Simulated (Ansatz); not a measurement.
# Σ5 (210) boundary in bcc W, starting shift (0.5, 0): structure and resistance

How much does the Σ5 (210) boundary in bcc W, starting shift (0.5, 0) reflect electrons?

Program: Ansatz 0.2.0. Level of theory: Ansatz plane-wave DFT, PBE, PAW files; relaxation of a bicrystal slab with its lowest layers held; PAW set soft_1, in the first sound run; inputs show where later runs differ. Results are calculated unless marked as measured.

Most raw output is cut from this account.

## 1. Starting point

The cell holds 27 atoms: 27 W. Cell: a = 7.077 Å, b = 3.165 Å, c = 30.457 Å, α = 90.0°, β = 90.0°, γ = 90.0°. It derives from W. built on the (2 1 0) plane; 2 overlapping atoms removed and the grains opened by 0.35 Å. Vacuum lies along c.

## 2. Relaxing the bicrystal

The boundary is built by mirroring the lower grain in the boundary plane and removing any atoms that overlap. A thin bicrystal slab is relaxed first, with the lowest layers held and the upper grain free to shift and open.

Contents of input.yaml:

```yaml
crystal:
  lattice:
    - [7.0767079352, 0.0, 0.0]
    - [0.0, 3.1648, 0.0]
    - [0.0, 0.0, 30.4571114245]
  atoms:
    - { symbol: W, position: [0.3999999999, 0.0, 0.1641652726] }
    - { symbol: W, position: [0.6999999999, 0.5, 0.1874002664] }
    - { symbol: W, position: [0.9999999999, 0.0, 0.2106352601] }
    - { symbol: W, position: [0.2999999999, 0.5, 0.2338702539] }
    - { symbol: W, position: [0.6, 0.0, 0.2571052476] }
    - { symbol: W, position: [0.9, 0.5, 0.2803402413] }
    - { symbol: W, position: [0.2, 0.0, 0.3035752351] }
    - { symbol: W, position: [0.5, 0.5, 0.3268102288] }
[... 15 atom lines left out ...]
    - { symbol: W, position: [0.8999999999, 0.0, 0.7332966916] }
    - { symbol: W, position: [0.5999999999, 0.5, 0.7565316854] }
    - { symbol: W, position: [0.2999999999, 0.0, 0.7797666791] }
    - { symbol: W, position: [0.9999999999, 0.5, 0.8030016729] }
kpoints:
  mp_grid: { grid: [4, 7, 1] }
hamiltonian:
  xc: pbe
  pseudopotentials: { kind: paw, azcp: { folder: soft_1 } }
scf:
  occupations: { method: fermi_dirac, width: 0.1 }
relax:
  f_tol: 0.03
  max_steps: 80
  constraints: [{ sites: [0, 1, 2, 3, 4] }]
```

Run with:

```
$ ansatz run input.yaml --threads 4 --pin off --max-ram 15360MiB --backend cpu --events-out ev --progress --plain --runs-dir out
```

The job ended after 6.2 min (4 threads of Intel Xeon Platinum 8559C (Emerald Rapids), shared host; peak memory 3.5 GiB; 23 min of CPU time).

The steps of the relaxation:

| step | energy less that of the first step (eV) | largest force component (eV/Å) |
| --- | --- | --- |
| 1 | 0.0000 | 4.8414 |
| 2 | -1.4830 | 2.1405 |
| 3 | -2.2824 | 1.5832 |
| 4 | -2.9645 | 0.8523 |
| 5 | -3.4843 | 0.5883 |
| 6 | -3.8181 | 0.2396 |
| 7 | -3.9537 | 0.4184 |
| 8 | -4.0356 | 0.2929 |
| 9 | -4.0621 | 0.1266 |
| 10 | -4.0641 | 0.1696 |
| 11 | -4.0664 | 0.1190 |
| 12 | -4.0677 | 0.0596 |
| 13 | -4.0683 | 0.0499 |
| 14 | -4.0687 | 0.0084 |

The run keeps the 2 symmetry operations that it works with, so distortions that break them were not tested.

The atoms that moved most (Å):

| atom | dx | dy | dz | length |
| --- | --- | --- | --- | --- |
| W14 | 0.941 | 0.000 | -0.436 | 1.037 |
| W27 | 0.498 | 0.000 | -0.701 | 0.860 |
| W15 | 0.626 | 0.000 | -0.573 | 0.849 |
| W17 | 0.391 | 0.000 | -0.678 | 0.783 |
| W20 | 0.423 | 0.000 | -0.586 | 0.723 |
| W21 | 0.444 | 0.000 | -0.568 | 0.721 |
| W23 | 0.436 | 0.000 | -0.570 | 0.718 |
| W18 | 0.437 | 0.000 | -0.546 | 0.700 |

This step gave:

| Property | Result |
| --- | --- |
| free energy | -280405.8605 eV |
| energy at zero smearing | -280405.5550 eV |
| Fermi energy | 12.47 eV |

The largest force component on a free atom ends at 0.0084 eV/Å, under the tolerance of 0.03, after 14 steps.

## 3. Transmission across the boundary

Bulk layers of each grain are laid under and over the relaxed boundary, and a lead is named in the middle of each, away from the free faces. The mesh across the current, 10×20, is finer than the density's, because channels open and close sharply across the zone. Energies from -0.1 to 0.1 eV in steps of 0.05 eV are too few for the program's thermal sum, so it prints no conductance; for a metal the transmission near the Fermi level serves, at a fraction of the cost.

This step: Ansatz plane-wave DFT, PBE, PAW files; ballistic transport by layer matching (Landauer), zero bias; boundary relaxed in a short slab, bulk layers laid on; PAW set soft_1 (Ansatz 0.2.0).

System of this step: Σ5 (210) boundary in bcc W, starting shift (0.5, 0). The cell holds 61 atoms: 61 W. Cell: a = 7.077 Å, b = 3.165 Å, c = 50.932 Å, α = 90.0°, β = 90.0°, γ = 90.0°. It derives from W. Regions: lower grain, 25 atoms (25 W); boundary, 16 atoms (16 W); upper grain, 20 atoms (20 W). Vacuum lies along c.

Contents of input.yaml:

```yaml
crystal:
  lattice:
    - [7.0767079352, 0.0, 0.0]
    - [0.0, 3.1648, 0.0]
    - [0.0, 0.0, 50.931604198]
  atoms:
    - { symbol: W, position: [-9.9000000001, -16.5, 0.0785366977] }
    - { symbol: W, position: [-9.6000000001, -16.0, 0.0924312294] }
    - { symbol: W, position: [-9.3000000001, -15.5, 0.1063257612] }
    - { symbol: W, position: [-9.0000000001, -15.0, 0.120220293] }
    - { symbol: W, position: [-8.7000000001, -14.5, 0.1341148248] }
    - { symbol: W, position: [-8.4000000001, -14.0, 0.1480093566] }
    - { symbol: W, position: [-8.1000000001, -13.5, 0.1619038884] }
    - { symbol: W, position: [-7.8000000001, -13.0, 0.1757984202] }
[... 49 atom lines left out ...]
    - { symbol: W, position: [-6.9402012011, -12.5, 0.879779707] }
    - { symbol: W, position: [-7.2402012011, -13.0, 0.8936742388] }
    - { symbol: W, position: [-7.5402012011, -13.5, 0.9075687706] }
    - { symbol: W, position: [-7.8402012011, -14.0, 0.9214633023] }
kpoints:
  mp_grid: { grid: [4, 8, 1] }
hamiltonian:
  xc: pbe
  pseudopotentials: { kind: paw, azcp: { folder: soft_1 } }
scf:
  occupations: { method: fermi_dirac, width: 0.1 }
output:
  transmission:
    leads: [[13, 14], [49, 50]]
    kmesh: [10, 20]
    e_range: [-0.1, 0.1]
    de: 0.05
  write_potential: true
  write_density: true
  volumetric_format: npy
  elf: true
```

Wall time 10 min (4 threads); peak memory 11 GiB.

Numbers from this step:

```
free energy                                    : -633526.9922 eV
energy at zero smearing                        : -633526.4032 eV
Fermi energy                                   : 18.36 eV
cell area                                      : 22.40 Å²
transmission per spin nearest the Fermi level  : 1.233
open channels per spin nearest the Fermi level : 2.6
open channels per spin, upper lead             : 2.62
step of the lead's potential                   : 45 meV
step of the upper lead's potential             : 19.8 meV
```

Per spin. Transmission, zone mean against energy, zero at the Fermi level:

| energy (eV) | transmission, zone mean |
| --- | --- |
| -0.1000 | 1.23 |
| -0.0500 | 1.23 |
| 0.0000 | 1.23 |
| 0.0500 | 1.22 |
| 0.1000 | 1.22 |

Per spin. Table of open channels, zone mean by energy, zero at the Fermi level:

| energy (eV) | lead | upper lead |
| --- | --- | --- |
| -0.1000 | 2.53 | 2.58 |
| -0.0500 | 2.53 | 2.53 |
| 0.0000 | 2.6 | 2.62 |
| 0.0500 | 2.74 | 2.7 |
| 0.1000 | 2.83 | 2.81 |

Transmission over k1 and k2. At 0.0000 eV from the Fermi level.

Ten even steps from '0' (0.00) to '9' (5.25):
```
1121434121
0000202000
0001202100
0001111100
0011000110
0011111110
0011222110
6643333346
9954333459
9975323579
9954333459
6643333346
0011222110
0011111110
0011000110
0001111100
0001202100
0000202000
1121434121
1123434321
```
Columns: k1 (b1) from -0.5 to 0.4; rows upwards: k2 (b2) from -0.5 to 0.45.

Open channels over k1 and k2. At 0.0000 eV from the Fermi level.

Values, 20 rows by 10 columns:
```
2.00 2.00 3.00 2.00 4.00 4.00 4.00 2.00 3.00 2.00
0.00 0.00 1.00 1.00 2.00 2.00 2.00 1.00 1.00 0.00
0.00 0.00 0.00 2.00 2.00 2.00 2.00 2.00 0.00 0.00
0.00 0.00 0.00 1.00 3.00 3.00 3.00 1.00 0.00 0.00
0.00 0.00 1.00 2.00 2.00 2.00 2.00 2.00 1.00 0.00
0.00 1.00 1.00 2.00 2.00 2.00 2.00 2.00 1.00 1.00
2.00 1.00 2.00 2.00 2.00 2.00 2.00 2.00 2.00 1.00
6.00 7.00 5.00 3.00 4.00 4.00 4.00 3.00 5.00 7.00
8.00 9.00 6.00 5.00 4.00 4.00 4.00 5.00 6.00 9.00
8.00 9.00 8.00 6.00 4.00 4.00 4.00 6.00 8.00 9.00
8.00 9.00 6.00 5.00 4.00 4.00 4.00 5.00 6.00 9.00
6.00 7.00 5.00 3.00 4.00 4.00 4.00 3.00 5.00 7.00
2.00 1.00 2.00 2.00 2.00 2.00 2.00 2.00 2.00 1.00
0.00 1.00 1.00 2.00 2.00 2.00 2.00 2.00 1.00 1.00
0.00 0.00 1.00 2.00 2.00 2.00 2.00 2.00 1.00 0.00
0.00 0.00 0.00 1.00 3.00 3.00 3.00 1.00 0.00 0.00
0.00 0.00 0.00 2.00 2.00 2.00 2.00 2.00 0.00 0.00
0.00 0.00 1.00 1.00 2.00 2.00 2.00 1.00 1.00 0.00
2.00 2.00 3.00 2.00 4.00 4.00 4.00 2.00 3.00 2.00
2.00 2.00 3.00 4.00 4.00 4.00 4.00 4.00 3.00 2.00
```
Columns: k1 (b1) from -0.5 to 0.4; rows upwards: k2 (b2) from -0.5 to 0.45.

ELF in the ca plane at fractional y = 0.500, with atoms of W within 0.2 Å of it. It is the smooth field of the valence electrons, not physical close to the nuclei.

Ten even steps from '0' (0.00) to '9' (0.65), each cell a mean:
```
66667436863452588436766753587335543322110000
67677632345643887955767764234556532211000000
57765555667744943954776555566766532110000000
56444236776754889834644432577666543210000000
53389744766763367535437984466667875310000000
63685984677775334466359679457788875321000000
63883873676544566777469369357665543210000000
64599942543542367667558996244345322110000000
75336534525997457667633563353499952110000000
76534467538749647777753345663783992111100000
43467777549749536654346776774784872222210000
64257666645898335346534776675589843455321000
99646767752354454389974576676334446887531000
37845776664455674494595577665434579998632000
58735654334677775596783465432356778998642000
98435436743576676368952443675346667887642000
44455269896476677423445634989746656777531000
56675386287367766555567637827835655666421000
77676489795265433257767747979725654444310000
```
Columns run along c (16.0 Å, from fractional 0.69 to 1.00 of the cell), rows up along a (7.1 Å). Atoms in or near the plane, at fractional coordinates: W at (0.71, 0.66), W at (0.74, 0.06), W at (0.77, 0.46), W at (0.80, 0.86), W at (0.82, 0.26), W at (0.85, 0.66), W at (0.88, 0.06), W at (0.91, 0.46).

Electrostatic potential energy in the ca plane at fractional y = 0.500, with atoms of W within 0.2 Å of it. With pseudopotentials it is smooth inside the atoms' cores, unlike the true potential.

Values in eV, 10 rows by 16 columns, each cell a mean:
```
 18  19   4   2  15 -17  -6  18  19   4   2  21  23  22  22  22
 18  13  17  18  14 -24 -14  17  13  17  19  21  23  23  23  23
 11 -20   2  19  18  -1   6  11 -20   2  19  21  23  23  23  23
  7 -26  -6  17  13  17  19   7 -26  -5  18  13  20  23  23  23
 16  -4  11   5 -21   9  19  16  -4  11   5 -21   8  22  23  23
 13  18  19  -1 -27   3  17  13  18  19  -1 -27   3  22  23  23
-18  14  19  13  -4  14  -3 -18  14  19  13  -4  16  22  23  23
-25  11  15  15  18  18 -10 -25  11  15  14  19  20  22  23  23
 -2  16 -10 -13  17  19   8  -2  16 -10 -13  17  19  22  22  22
 18  17 -18 -21  16  14  16  18  17 -18 -21  17  21  22  22  22
```
Columns run along c (16.0 Å, from fractional 0.69 to 1.00 of the cell; values clipped at the 3rd and 97th percentile), rows up along a (7.1 Å). Atoms in or near the plane, at fractional coordinates: W at (0.71, 0.66), W at (0.74, 0.06), W at (0.77, 0.46), W at (0.80, 0.86), W at (0.82, 0.26), W at (0.85, 0.66), W at (0.88, 0.06), W at (0.91, 0.46).

Valence density in the ca plane at fractional y = 0.500, with atoms of W within 0.2 Å of it. It is the smooth field of the valence electrons, not physical close to the nuclei.

Values in e/Å³, 10 rows by 16 columns, each cell a mean:
```
0.3 0.3 0.8 1.0 0.3 2.8 1.7 0.3 0.3 0.8 1.0 0.2 0.1 0.0 0.0 0.0
0.3 0.4 0.3 0.3 0.4 4.2 2.7 0.3 0.4 0.3 0.3 0.1 0.0 0.0 0.0 0.0
0.4 3.3 1.1 0.3 0.3 1.1 0.7 0.5 3.2 1.1 0.3 0.2 0.1 0.0 0.0 0.0
0.7 5.0 1.7 0.3 0.4 0.3 0.3 0.7 4.9 1.7 0.3 0.4 0.1 0.0 0.0 0.0
0.3 1.3 0.5 0.8 3.4 0.6 0.3 0.3 1.3 0.5 0.8 3.4 0.5 0.0 0.0 0.0
0.4 0.3 0.3 1.4 5.1 0.9 0.3 0.4 0.3 0.3 1.4 5.1 0.8 0.0 0.0 0.0
3.0 0.4 0.3 0.4 1.3 0.4 1.4 3.0 0.4 0.3 0.4 1.3 0.3 0.0 0.0 0.0
4.6 0.5 0.4 0.3 0.3 0.3 2.3 4.6 0.5 0.4 0.3 0.3 0.2 0.1 0.0 0.0
1.2 0.3 2.1 2.4 0.3 0.3 0.6 1.2 0.3 2.1 2.4 0.3 0.2 0.1 0.0 0.0
0.3 0.3 3.3 3.7 0.3 0.4 0.3 0.3 0.3 3.3 3.7 0.3 0.1 0.0 0.0 0.0
```
Columns run along c (16.0 Å, from fractional 0.69 to 1.00 of the cell), rows up along a (7.1 Å). Atoms in or near the plane, at fractional coordinates: W at (0.71, 0.66), W at (0.74, 0.06), W at (0.77, 0.46), W at (0.80, 0.86), W at (0.82, 0.26), W at (0.85, 0.66), W at (0.88, 0.06), W at (0.91, 0.46).

Over the solved energies the transmission per spin lies between 1.22 and 1.23, out of 2.65 channels of the lead on average (up to 2.83). The log calls the step of a lead's potential too much.

## 4. Specific resistance

This step: Ansatz plane-wave DFT, PBE, PAW files; ballistic transport by layer matching (Landauer), zero bias; specific resistance of the boundary; PAW set soft_1 (Ansatz 0.2.0).

Numbers from this step:

```
area resistance                      : 1.264 fΩ m²
T over the leads' mean channel count : 0.4634
```

Averaged over the energies near the Fermi level, 46.3 % of the channels pass, which makes 1.26 fΩ m².

By hand, with T and the leads' channels N averaged over the energies near the Fermi level: RA = A (h/2e²)(1/T − ½[1/N₁ + 1/N₂]) = 22.40×10⁻²⁰ m² × 12 906 Ω × (1/1.227 − ½[1/2.646 + 1/2.648]) = 1.26 fΩ m².

## 5. Single-crystal slab for reference

The free faces cost energy too. A single-crystal slab with the same faces and held layers is relaxed, so that they cancel.

This step: Ansatz plane-wave DFT, PBE, PAW files; relaxation of a single-crystal slab with its lowest layers held; PAW set soft_1 (Ansatz 0.2.0).

System of this step: W slab, plane (2, 1, 0). The cell holds 28 atoms: 28 W. Cell: a = 7.077 Å, b = 3.165 Å, c = 30.107 Å, α = 90.0°, β = 90.0°, γ = 90.0°. It derives from W. Vacuum lies along c.

Contents of input.yaml:

```yaml
crystal:
  lattice:
    - [7.0767079352, 0.0, 0.0]
    - [0.0, 3.1648, 0.0]
    - [0.0, 0.0, 30.1071114245]
  atoms:
    - { symbol: W, position: [0.8999999998, 0.5, 0.1660737202] }
    - { symbol: W, position: [0.1999999999, 0.0, 0.1895788245] }
    - { symbol: W, position: [0.4999999999, 0.5, 0.2130839288] }
    - { symbol: W, position: [0.7999999999, 0.0, 0.2365890331] }
    - { symbol: W, position: [0.0999999999, 0.5, 0.2600941373] }
    - { symbol: W, position: [0.3999999999, 0.0, 0.2835992416] }
    - { symbol: W, position: [0.6999999999, 0.5, 0.3071043459] }
    - { symbol: W, position: [0.9999999999, 0.0, 0.3306094502] }
[... 16 atom lines left out ...]
    - { symbol: W, position: [0.1, 0.5, 0.7301962229] }
    - { symbol: W, position: [0.4, 0.0, 0.7537013272] }
    - { symbol: W, position: [0.7, 0.5, 0.7772064314] }
    - { symbol: W, position: [0.0, 0.0, 0.8007115357] }
kpoints:
  mp_grid: { grid: [4, 7, 1] }
hamiltonian:
  xc: pbe
  pseudopotentials: { kind: paw, azcp: { folder: soft_1 } }
scf:
  occupations: { method: fermi_dirac, width: 0.1 }
relax:
  f_tol: 0.03
  max_steps: 80
  constraints: [{ sites: [0, 1, 2, 3, 4] }]
```

It took 2.6 min on 4 threads; peak memory 3.6 GiB; 9.6 min of CPU time.

Relaxation path:

| step | energy less that of the first step (eV) | largest force component (eV/Å) |
| --- | --- | --- |
| 1 | 0.0000 | 1.8196 |
| 2 | -0.1728 | 1.2154 |
| 3 | -0.2815 | 0.1966 |
| 4 | -0.2885 | 0.0483 |
| 5 | -0.2891 | 0.0099 |

The atoms that moved most (Å):

| atom | dx | dy | dz | length |
| --- | --- | --- | --- | --- |
| W25 | 0.017 | 0.000 | 0.164 | 0.164 |
| W26 | 0.043 | 0.000 | 0.157 | 0.163 |
| W23 | -0.008 | 0.000 | 0.158 | 0.158 |
| W24 | -0.007 | 0.000 | 0.122 | 0.122 |
| W22 | -0.007 | 0.000 | 0.122 | 0.122 |
| W20 | 0.000 | 0.000 | 0.118 | 0.118 |
| W27 | 0.046 | 0.000 | 0.108 | 0.118 |
| W21 | 0.000 | 0.000 | 0.115 | 0.115 |

The relaxed structure:

```xyz
28
Lattice="7.0767 0.0000 0.0000 0.0000 3.1648 0.0000 0.0000 0.0000 30.1071" Properties=species:S:1:pos:R:3
W     6.3690    1.5824    5.0000
W     1.4153    0.0000    5.7077
W     3.5384    1.5824    6.4153
W     5.6614    0.0000    7.1230
W     0.7077    1.5824    7.8307
W     2.8421    0.0000    8.5211
W     4.9673    1.5824    9.2678
W     7.0856    0.0000    9.9803
W     2.1272    1.5824   10.6787
W     4.2438    0.0000   11.4013
W     6.3717    1.5824   12.1175
W     1.4180    0.0000   12.8338
W     3.5406    1.5824   13.5476
W     5.6632    0.0000   14.2675
W     0.7120    1.5824   14.9795
W     2.8345    0.0000   15.6980
W     4.9575    1.5824   16.4128
W     7.0802    0.0000   17.1286
W     2.1312    1.5824   17.8457
W     4.2461    0.0000   18.5638
W     6.3690    1.5824   19.2681
W     1.4087    0.0000   19.9830
W     3.5302    1.5824   20.7265
W     5.6548    0.0000   21.3986
W     0.7248    1.5824   22.1476
W     2.8741    0.0000   22.8484
W     4.9997    1.5824   23.5079
W    -0.0523    0.0000   24.0814
```

Numbers from this step:

```yaml
free_energy: -290795.3815 eV
energy_at_zero_smearing: -290795.1071 eV
fermi_energy: 13.35 eV
```

The largest force component on a free atom ends at 0.0099 eV/Å, under the tolerance of 0.03, after 5 steps.

## 6. Bulk reference

The perfect crystal gives the energy per atom, for the atoms by which bicrystal and slab differ.

This step: Ansatz plane-wave DFT, PBE, PAW files; bulk reference; PAW set soft_1 (Ansatz 0.2.0).

System of this step: W. It takes space group Im-3m (No. 229, cubic). The conventional cell has a = 3.165 Å, b = 3.165 Å, c = 3.165 Å, α = 90.00°, β = 90.00°, γ = 90.00°. Nearest to W lie 8 W at 2.74 Å.

input.yaml, the sections that differ from step 5:

```yaml
crystal:
  lattice:
    - [-1.5824, 1.5824, 1.5824]
    - [1.5824, -1.5824, 1.5824]
    - [1.5824, 1.5824, -1.5824]
  atoms:
    - { symbol: W, position: [0.0, 0.0, 0.0] }
kpoints:
  mp_grid: { grid: [19, 19, 19] }
# hamiltonian, scf: as in step 5
# relax: removed
```

Run time: 0.38 s. Hardware: 4 threads; peak memory 0.35 GiB; 1.1 s of CPU time.

This step gave:

| Quantity | Value |
| --- | --- |
| free energy | -10385.9246 eV |
| energy at zero smearing | -10385.9176 eV |
| Fermi energy | 22.40 eV |

## 7. Boundary energy

This step: Ansatz plane-wave DFT, PBE, PAW files; bicrystal less single-crystal slab less bulk atoms, a boundary area; PAW set soft_1 (Ansatz 0.2.0).

This step gave:

```
excess energy of the cell : 3.635 eV
boundary energy           : 2.600 J/m²
```

The boundary costs 2.6 J/m².

By hand: 3.63 eV / 22.40 Å² × 16.02 = 2.60 J/m².

## 8. Results

* specific resistance of the boundary: 1.26 fΩ m²
* share of channels that pass: 0.463
* boundary energy: 2.60 J/m²

**Reading.** The boundary has a specific resistance of 1.3 fΩ m² and an energy of 2.6 J/m². The boundary reflects 54 % of the channels; 1.3 fΩ m² is 13×10⁻¹² Ω·cm². That equals the resistance of 23 nm of bulk W at 300 K (measured 5.44 µΩ cm, CRC Handbook of Chemistry and Physics, 84th ed., 2003, Electrical Resistivity of Pure Metals). In the relaxation the upper grain slid sideways by about 0.4 Å, so the result belongs to the position that it found, not to the starting one. One starting structure was relaxed; another shift or atom count at the boundary may lie lower. Spin-orbit coupling is left out, which matters for W. A lead's potential steps by up to 45 meV from period to period, which the log calls too much, so longer leads could move the result.

[Logs are printed without paths, hosts, clocks, repeated set-up lines and the standing remarks that a program may print on its own settings, such as how far it seeks lower states.]

[Hosts, paths, dates, database ids (printed as entryN), source tags and the programs' standing remarks are cut or masked in the printed files.]
